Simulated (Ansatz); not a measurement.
**Sn2Pt (Fm-3m): relaxing the cell for a phonon run**

Task: relax Sn2Pt (Fm-3m) tightly.

Main program and level: Ansatz 0.2.0; DFT PBEsol, scalar-relativistic, plane waves, PAW; PAW set soft_1.

Report form: the programs' logs are mostly left out.

The database entry behind the starting cell differs from later determinations by our own check (0.1 to 0.3 % short, probably kX units), so it need not match the best structure at ambient conditions.

## 1. The structure

Symmetry: Fm-3m, No. 225, cubic system. The conventional cell has a = 6.425 Å, b = 6.425 Å, c = 6.425 Å, α = 90.00°, β = 90.00°, γ = 90.00°. Sn has 4 Pt at 2.78 Å nearest. Nearest to Pt lie 8 Sn at 2.78 Å. Farther neighbours are not listed.

## 2. A coarse first look

First a cheap look: the gap decides the mesh and the occupations, the pressure tells how far the cell has to move.

The input, input.yaml:

```yaml
crystal:
  lattice:
    - [0.0, 3.2125, 3.2125]
    - [3.2125, 0.0, 3.2125]
    - [3.2125, 3.2125, 0.0]
  atoms:
    - { symbol: Sn, position: [0.25, 0.25, 0.25] }
    - { symbol: Sn, position: [0.75, 0.75, 0.75] }
    - { symbol: Pt, position: [0.0, 0.0, 0.0] }
kpoints:
  mp_grid: { grid: [6, 6, 6] }
hamiltonian:
  xc: pbesol
  pseudopotentials: { kind: paw, azcp: { folder: soft_1 }, xc_functional: pbe }
scf:
  occupations: { method: gaussian, width: 0.1 }
output:
  forces: true
  stress: true
  eigenvalues: true
```

Run with:

```
ansatz run input.yaml --threads 4 --pin off --max-ram 10240MiB --backend cpu --events-out ev --progress --plain --runs-dir out
```

Elapsed: 7.2 s, on 4 threads of Intel Xeon Platinum 8488C (Sapphire Rapids), shared host; peak memory 0.48 GiB; 4.2 s of CPU time.

This step gave:

| Quantity | Value |
| --- | --- |
| pressure | 1.552 GPa |
| volume per atom | 22.10 Å³ |
| gap on the k-mesh | 0 eV |

The coarse mesh shows no gap and a pressure of 1.6 GPa.

## 3. Bringing the structure to rest

The cell and atoms are relaxed, since residual forces and stress would shift the frequencies.

input.yaml: that of step 2 with these lines changed.

```diff
@@ -10,3 +10,3 @@
 kpoints:
-  mp_grid: { grid: [6, 6, 6] }
+  mp_grid: { grid: [12, 12, 12] }
 hamiltonian:
@@ -20 +20,6 @@
   eigenvalues: true
+relax:
+  adjacent_minimum: "off"
+  f_tol: 0.005
+  max_steps: 80
+  cell: { stress_tol: 0.05 }
```

The job ended after 8.5 s (4 threads; peak memory 0.59 GiB).

Step by step:

```tsv
step	energy less that of the first step (eV)	largest force component (eV/Å)	pressure (GPa)	volume (Å³)
1	0.0000	0.0000	1.53	66.31
2	0.0068	0.0000	-2.25	68.73
3	-0.0042	0.0000	-0.07	67.27
4	-0.0042	0.0000	0.00	67.23
5*	-0.0043	0.0000	0.00	67.23
```

Relaxation steps marked * repeat the geometry before them on a plane-wave basis chosen anew for their cell, so energy and pressure can jump there. Relaxation step 2 was tried and not accepted.

The run keeps the 48 symmetry operations that it works with, so distortions that break them were not tested.

```tsv
conventional cell, symmetrised	before	after	change
a (Å)	6.425	6.455	+0.5 %
b (Å)	6.425	6.455	+0.5 %
c (Å)	6.425	6.455	+0.5 %
volume (Å³/atom)	22.10	22.41	+1.4 %
```

The relaxed structure:

```xyz
3
Lattice="0.0000 3.2273 3.2273 3.2273 0.0000 3.2273 3.2273 3.2273 0.0000" Properties=species:S:1:pos:R:3 pbc="T T T"
Sn    1.6137    1.6137    1.6137
Sn    4.8410    4.8410    4.8410
Pt    0.0000    0.0000    0.0000
```

This step gave:

| Quantity | Value |
| --- | --- |
| pressure | -0.003345 GPa |
| volume per atom | 22.41 Å³ |

In this step the volume went from 22.10 to 22.41 Å³/atom.

## 4. Relaxing to small forces for the phonons

Phonons need a cell at rest on their own settings, so the relaxation is repeated with tight tolerances on forces and stress on the k mesh and occupations of the first response run.

input.yaml, the sections that differ from step 3:

```yaml
crystal:
  lattice:
    - [0.0, 3.2273205295, 3.2273205295]
    - [3.2273205295, 0.0, 3.2273205295]
    - [3.2273205295, 3.2273205295, 0.0]
  atoms:
    - { symbol: Sn, position: [0.25, 0.25, 0.25] }
    - { symbol: Sn, position: [0.75, 0.75, 0.75] }
    - { symbol: Pt, position: [0.0, 0.0, 0.0] }
scf:
  occupations: { method: methfessel_paxton, width: 0.2 }
relax:
  adjacent_minimum: "off"
  f_tol: 0.001
  max_steps: 60
  cell: { stress_tol: 0.01 }
# kpoints, hamiltonian, output: as in step 3
```

Elapsed: 6.1 s, on 4 threads; peak memory 0.59 GiB; 21 s of CPU time.

Little changed from the start: no atom moved by 0.005 Å and no cell edge by 0.1 %.

Numbers from this step:

```yaml
pressure: -7.49e-5 GPa
volume_per_atom: 22.40 Å³
```

The forces vanish by symmetry and the pressure is 0.000 GPa, within the tolerances set. The cell now holds 22.40 Å³/atom.

## 5. Outcome

```yaml
space_group_after_relaxation_within_0p01_a: Fm-3m
lattice_constant_a: 6.454 Å
lattice_constant_b: 6.454 Å
lattice_constant_c: 6.454 Å
volume_per_atom: 22.4 Å³
```

**Reading.** The forces vanish by symmetry and the pressure is 0.000 GPa, within the tolerances set. The cell now holds 22.40 Å³/atom. The relaxation keeps the symmetry of its start, so it says nothing on stability against lower symmetry. Spin-orbit coupling is left out, which can matter for the heavy elements here. The PAW files were made for PBE and serve the other functionals too.

[Logs are printed without paths, hosts, clocks, repeated set-up lines and the standing remarks that a program may print on its own settings, such as how far it seeks lower states.]

[Hosts, paths, dates, database ids (printed as entryN), source tags and the programs' standing remarks are cut or masked in the printed files.]
